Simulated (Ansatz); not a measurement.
In doubt: masses and optical values from hybrid runs of this build are listed as unsure, which bears on the screening that GW takes from such a start; one-shot GW on d or f shells is unsure, so the values of those runs are not to be relied on.

Rows from a G0W0 calculation on CsCu2I3 (Cmcm) (Ansatz 0.2.0; G0W0 on HSE06, plane waves, PAW; PAW set soft_1; 2×2×2 mesh, 961 empty bands, screening to 100 eV, PAW set soft_1 files), in eV. Spin-orbit coupling is left out.

```tsv
row	Σx	Σc	Vxc	Z
A	-7.00	-2.94	-10.24	0.84
B	-28.23	3.42	-24.62	0.78
C	-6.43	-3.49	-10.21	0.84
D	-30.21	3.72	-26.38	0.78
E	-7.02	-3.00	-10.32	0.84
F	-30.47	3.86	-26.48	0.78
```

Q: Which rows are filled states and which are empty ones, and how can one tell?

Filled: B, D and F. Empty: A, C and E. The sign of Σc tells: for a filled state bare exchange, which holds its interaction with itself, lies below Vxc (Σx − Vxc is -3.6 eV or lower here) and screening gives part back as a positive Σc. For an empty state Σx lies above Vxc (+3.2 eV or more) and the Coulomb hole leaves Σc negative.

[Paths, hosts, dates, memory and timing lines, banners, echoed tables and standing remarks are left out of the program output.]

[Logs are printed without paths, hosts, clocks, repeated set-up lines and the standing remarks that a program may print on its own settings, such as how far it seeks lower states.]

[Runs of the session that timed out or met a known fault of the program may be left out.]

[Cells called generated may have been cut or substituted from an entry of the Crystallography Open Database or the Materials Project.]

[Hosts, paths, dates, database ids (printed as entryN), source tags and the programs' standing remarks are cut or masked in the printed files.]
